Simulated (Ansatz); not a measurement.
# A hypothetical structure for Bi2As, part 2 of 2

This structure for Bi2As is made up. Its elements were placed in a known structure type with a cell scaled to their sizes. What cell does the guess relax to, and how far off was it?

Ansatz 0.2.0; DFT, PBE, plane-wave PAW, files of the set soft_1, scalar-relativistic, no spin, cell and ions relaxed at zero pressure; PAW set soft_1 (the session's first sound run).

So far: Set-up; Relaxing cell and atoms. The relaxed cell has a = 4.392, c = 18.595 Å (conventional setting).

## (3) Bands of the relaxed cell

With the geometry fixed, one more self-consistent run, with a narrower smearing and the mesh shown in its input, gives the bands, and its pressure, and its forces where symmetry allows any, show how far the geometry depends on these settings.

This step: DFT, PBE, plane-wave PAW, files of the set soft_1, scalar-relativistic, no spin, bands and density of states at the relaxed cell; PAW set soft_1 (Ansatz 0.2.0).

input.yaml

```yaml
crystal:
  lattice:
    - [-2.1958729991, 2.1958729991, 9.2976669655]
    - [2.1958729991, -2.1958729991, 9.2976669655]
    - [2.1958729991, 2.1958729991, -9.2976669655]
  atoms:
    - { symbol: Bi, position: [0.3228462257, 0.3228462257, 0.0] }
    - { symbol: Bi, position: [0.6771537743, 0.6771537743, 0.0] }
    - { symbol: Bi, position: [0.5, 0.0, 0.5] }
    - { symbol: Bi, position: [0.0, 0.5, 0.5] }
    - { symbol: As, position: [0.1701052825, 0.1701052825, 0.0] }
    - { symbol: As, position: [0.8298947175, 0.8298947175, 0.0] }
kpoints:
  mp_grid: { grid: [10, 10, 10] }
  band_path:
    path:
      - [[0.0, 0.0, 0.0], [-0.5, 0.5, 0.0], [-0.5, 0.5, -0.02788923], [-0.26394461, 0.26394461, -0.26394461], [0.0, 0.0, 0.0], [0.5, 0.5, -0.5], [0.26394461, 0.73605539, -0.73605539], [0.0, 0.5, -0.5], [-0.25, 0.75, -0.25], [0.02788923, 0.97211077, -0.5], [0.5, 0.5, -0.5]]
      - [[-0.5, 0.5, 0.0], [-0.25, 0.75, -0.25]]
    npoints: 7
scf:
  occupations: { method: fermi_dirac, width: 0.03 }
  n_extra_bands: 10
hamiltonian:
  xc: pbe
  pseudopotentials: { kind: paw, azcp: { folder: soft_1 } }
output:
  forces: true
  stress: true
  write_bands: true
  dos: { projected: true }
  write_density: true
  write_potential: true
  elf: true
  volumetric_format: npy
```

Command:

```console
$ ansatz run input.yaml --threads 4 --pin off --max-ram 10240MiB --backend cpu --events-out ev --progress --plain --runs-dir out
```

Numbers of over 12 decimals in the logs are rounded to 6 here.

What it wrote:

```text
[...]
Crystal: 6 atoms, lattice volume = 179.328 Å³
Basis set: ecut = 420 eV, 3559 PW (Γ), FFT grids on a1−a2, a2, a1+a3, exchange–correlation on 90×144×60 points (8 copies of the dense FFT grid, shifted against one another)
Bands: 55, of which v1, the nominal top of the filled ones, is band 45 counted from 1 (44 counted from 0)
Symmetry: 16 space group operations
[...]
k-points: 102 of 1000
[...]
SCF iter   1: F=—  HF=-59308.246347 eV  |F-HF|=—  |Δ(HF+E_count)|=         —  Δρ=1.58e-2  dr2=9.25e-1  ethr=3.10e-3  ⟨swp⟩=7.2  Hψ=22233  notcnv=0  defer=8
[...]
SCF iter   9: F=-59308.074097 eV  HF=-59308.074097 eV  |F-HF|=1.81e-8  |Δ(HF+E_count)|=   1.24e-7  Δρ=4.02e-6  dr2=6.48e-8  ethr=1.11e-10  ⟨swp⟩=14.7  Hψ=39769  notcnv=0
SCF 1 converged in 9 iterations: F = -59308.074097 eV  dr2 = 6.48e-8
[...]
NSCF: frozen V_eff on 79 k-points
SCF converged after 9 iterations
Free energy (F): -59308.074097 eV
[...]
Internal energy: -59308.061451 eV  (E = F + TS)
E sigma→0 (E₀):  -59308.067774 eV
Entropy (-TS):   -0.012646 eV (-2.108 meV/atom)
Fermi energy:    10.077517 eV
[...]
--- Forces (eV/Å), atoms counted from 1 ---
  atom   1  Bi     0.00000000     0.00000000    -0.02926318
  atom   2  Bi     0.00000000     0.00000000     0.02926318
  atom   3  Bi     0.00000000     0.00000000    -0.00000000
  atom   4  Bi     0.00000000     0.00000000     0.00000000
  atom   5  As     0.00000000     0.00000000     0.01941117
  atom   6  As     0.00000000     0.00000000    -0.01941117
  max |Σ_I F_I| component: 6.94e-18 eV/Å
--- Stress (GPa, compression-positive) ---
       -0.020484       0.000000      -0.000000
        0.000000      -0.020484      -0.000000
        0.000000      -0.000000      -0.048645
  P = ⅓ Tr σ = -0.0299 GPa (-0.299 kbar)
--- Band table (eV; the first three rows and the last of 102) ---
  k-point 0: bands = [... 41 lower, 7.2140, 8.6847, 8.6847, 9.6606, 11.4091, 12.7305, 13.3360, 13.3613, ... 6 higher]
  k-point 1: bands = [... 41 lower, 7.7402, 8.7606, 9.1146, 9.4277, 11.3173, 11.8524, 13.0803, 13.0817, ... 6 higher]
  k-point 2: bands = [... 41 lower, 8.7904, 9.3260, 9.3339, 10.3656, 10.6503, 10.7933, 10.8107, 10.9870, ... 6 higher]
  k-point 101: bands = [... 41 lower, 8.3066, 8.3066, 9.4475, 9.5441, 10.8647, 11.4987, 13.3412, 13.4580, ... 6 higher]
```

Elapsed: 21 s, on 4 threads of Arm Neoverse V2, shared host; peak memory 1.1 GiB.

In the SCF lines HF is the Harris–Foulkes energy and dr2 the Hartree energy of the density residual, in eV; the loop may stop once dr2 is under the threshold and the program's other checks hold. Hψ counts applications of the Hamiltonian.

Numbers from this step:

```
free energy             : -59308.0741 eV
energy at zero smearing : -59308.0678 eV
smearing term TS        : 0.01265 eV
Fermi energy            : 10.08 eV
pressure                : -0.02987 GPa
```

From bands.tsv, the bands that come nearest the Fermi level along the path, at its corners, in eV from the Fermi level:

| point | band 42 | band 43 | band 44 | band 45 | band 46 | band 47 | band 48 | band 49 |
| --- | --- | --- | --- | --- | --- | --- | --- | --- |
| Γ | -2.86 | -1.39 | -1.39 | -0.42 | 1.33 | 2.65 | 3.26 | 3.28 |
| X | -3.44 | -2.23 | -1.51 | -0.49 | 0.09 | 1.55 | 2.88 | 4.06 |
| Y | -3.38 | -2.28 | -1.50 | -0.45 | 0.10 | 1.56 | 2.85 | 4.06 |
| S | -0.82 | -0.79 | -0.21 | -0.09 | -0.01 | 0.26 | 0.33 | 0.36 |
| Γ | -2.86 | -1.39 | -1.39 | -0.42 | 1.33 | 2.65 | 3.26 | 3.28 |
| Z | -1.77 | -1.77 | -0.63 | -0.53 | 0.79 | 1.42 | 3.26 | 3.38 |
| S1 | -0.82 | -0.79 | -0.21 | -0.09 | -0.01 | 0.26 | 0.33 | 0.36 |
| N | -1.04 | -0.51 | -0.49 | -0.28 | -0.04 | -0.03 | 0.16 | 0.73 |
| P | -3.65 | -1.92 | -1.86 | -0.21 | -0.21 | 2.05 | 2.30 | 4.55 |
| Y1 | -3.38 | -2.28 | -1.50 | -0.45 | 0.10 | 1.56 | 2.85 | 4.06 |
| Z | -1.77 | -1.77 | -0.63 | -0.53 | 0.79 | 1.42 | 3.26 | 3.38 |
| X | -3.44 | -2.23 | -1.51 | -0.49 | 0.09 | 1.55 | 2.88 | 4.06 |
| P | -3.65 | -1.92 | -1.86 | -0.21 | -0.21 | 2.05 | 2.30 | 4.55 |

States per cell as run, both spins, in windows of 1 eV, from dos.tsv (zero at the Fermi level):

```
from  to  total
  -8  -7   0.30
  -7  -6   0.00
  -6  -5   0.00
  -5  -4   1.97
  -4  -3   3.86
  -3  -2   4.05
  -2  -1   4.45
  -1   0   3.68
   0   1   3.19
   1   2   3.33
   2   3   4.03
   3   4   4.21
```

Below -8 eV lie 71.7 more states.

Electrostatic potential energy in the ab plane of the cell as run, not the conventional one, at fractional z = 0.000, with atoms of Bi and As within 0.2 Å of it. With pseudopotentials it is smooth inside the atoms' cores, unlike the true potential.

Ten even steps from '0' (-42 eV) to '9' (14 eV), each cell a mean:
```
9999999998999999998667899999
9999999999999999998667679999
9999999999999888999769987899
9999999999999865689877998689
9999999999999853236887899869
9999999999999973001478779967
8999999999999985100037876666
8999999999999998400003798766
8999999999999999841000479998
9999999999999999985200158999
9999899999999999999742247999
9998778999999999999986557899
9998644689999999999999888899
9998621136999999999999999999
9999840001589999999999999999
8789973000158999999999999998
7667887200015899999999999999
7677678730002699999999999999
9689977874101489999999999999
9869997788743478999999999999
9986899779987778999999999999
9998779868999889999999999999
9999976667999999999999999999
9999998767899999998889999999
```
Columns run along a (9.8 Å; values clipped at the 3rd and 97th percentile), rows up along b (9.8 Å). Atoms in or near the plane, at fractional coordinates: Bi at (0.32, 0.32), Bi at (0.68, 0.68), As at (0.17, 0.17), As at (0.83, 0.83).

Valence density in the ab plane of the cell as run, not the conventional one, at fractional z = 0.000, with atoms of Bi and As within 0.2 Å of it. It is the smooth field of the valence electrons, not physical close to the nuclei.

Ten steps, logarithmic in the rise over the least value, from '0' (0 e/Å³) to '9' (33 e/Å³), each cell a mean:
```
0000000011100000001222100000
0000000000000000001234310000
0000000000000111000137862100
0000000000000122211125997210
0000000000000123432112699621
0000000000000013555311247631
1000000000000002566531112432
1000000000000001356664111121
1100000000000000135665310011
0000000000000000012455421000
0000000000000000000134431000
0001111000000000000012221000
0001233210000000000000111100
0000234432000000000000000000
0000135664210000000000000001
1111114566531000000000000001
1221112466652000000000000001
1255311235654200000000000000
1258852113454310000000000000
0137995211133210000000000000
0013798411011111000000000000
0001257521000000000000000000
0000012321100000000000000000
0000001111100000011110000000
```
Columns run along a (9.8 Å), rows up along b (9.8 Å). Atoms in or near the plane, at fractional coordinates: Bi at (0.32, 0.32), Bi at (0.68, 0.68), As at (0.17, 0.17), As at (0.83, 0.83).

ELF in the ab plane of the cell as run, not the conventional one, at fractional z = 0.000, with atoms of Bi and As within 0.2 Å of it. It is the smooth field of the valence electrons, not physical close to the nuclei.

Values, 13 rows by 16 columns, each cell a mean:
```
0.12 0.15 0.14 0.20 0.42 0.55 0.48 0.30 0.19 0.33 0.60 0.62 0.62 0.56 0.21 0.09
0.11 0.21 0.28 0.25 0.16 0.18 0.29 0.36 0.36 0.34 0.48 0.57 0.26 0.40 0.62 0.28
0.27 0.17 0.31 0.37 0.33 0.20 0.15 0.34 0.42 0.35 0.37 0.52 0.53 0.21 0.38 0.65
0.59 0.21 0.19 0.34 0.38 0.33 0.20 0.20 0.43 0.30 0.18 0.30 0.49 0.58 0.49 0.64
0.62 0.38 0.15 0.18 0.29 0.31 0.25 0.15 0.23 0.44 0.29 0.17 0.31 0.42 0.50 0.59
0.37 0.37 0.31 0.24 0.17 0.19 0.18 0.14 0.10 0.20 0.42 0.38 0.33 0.40 0.30 0.27
0.17 0.29 0.39 0.42 0.40 0.24 0.12 0.10 0.10 0.12 0.16 0.30 0.40 0.40 0.34 0.21
0.38 0.31 0.37 0.33 0.28 0.43 0.33 0.13 0.13 0.19 0.22 0.18 0.17 0.25 0.36 0.44
0.65 0.57 0.49 0.38 0.20 0.20 0.40 0.36 0.15 0.21 0.31 0.33 0.25 0.14 0.26 0.59
0.67 0.46 0.48 0.58 0.40 0.24 0.22 0.43 0.31 0.16 0.28 0.37 0.38 0.27 0.15 0.42
0.51 0.57 0.18 0.35 0.59 0.43 0.37 0.40 0.39 0.22 0.14 0.26 0.35 0.34 0.22 0.15
0.13 0.47 0.59 0.32 0.48 0.57 0.35 0.31 0.35 0.35 0.28 0.17 0.18 0.25 0.23 0.14
0.09 0.11 0.35 0.63 0.64 0.65 0.45 0.19 0.22 0.44 0.60 0.57 0.35 0.14 0.13 0.12
```
Columns run along a (9.8 Å), rows up along b (9.8 Å). Atoms in or near the plane, at fractional coordinates: Bi at (0.32, 0.32), Bi at (0.68, 0.68), As at (0.17, 0.17), As at (0.83, 0.83).

## (4) What came out

```
space group, relaxed : I4/mmm
conventional cell    : a = 4.392, b = 4.392, c = 18.595 Å; α = 90.0°, β = 90.0°, γ = 90.0°
volume per atom      : 29.89 Å³ (guess 26.10)
```

In words: Bi2As relaxes to I4/mmm with a = 4.392, b = 4.392 and c = 18.595 Å. The guessed volume was 13 % too small. The space group I4/mmm was held in the relaxation, so the end point is a stationary structure within it and may be a saddle against distortions or other arrangements. Bands cross the Fermi level, so it is a metal or semimetal at this level. On the 10×10×10 mesh with the narrower smearing (relaxed on 9×9×9) the largest force component is 0.029 eV/Å and the largest stress component is 0.049 GPa, against the relaxation's thresholds of 0.015 eV/Å and 0.05 GPa. The cutoff wasn't tested. A vector of the cell changed its length by 9 %, more than the volume shows. Spin-orbit coupling is left out, which can matter for elements this heavy. No dispersion term is used, so weakly bound directions may come out too long. Nothing here tests whether the compound is stable against decomposition.

[Logs are printed without paths, hosts, clocks, repeated set-up lines and the standing remarks that a program may print on its own settings, such as how far it seeks lower states.]

[Hosts, paths, dates, database ids (printed as entryN), source tags and the programs' standing remarks are cut or masked in the printed files.]
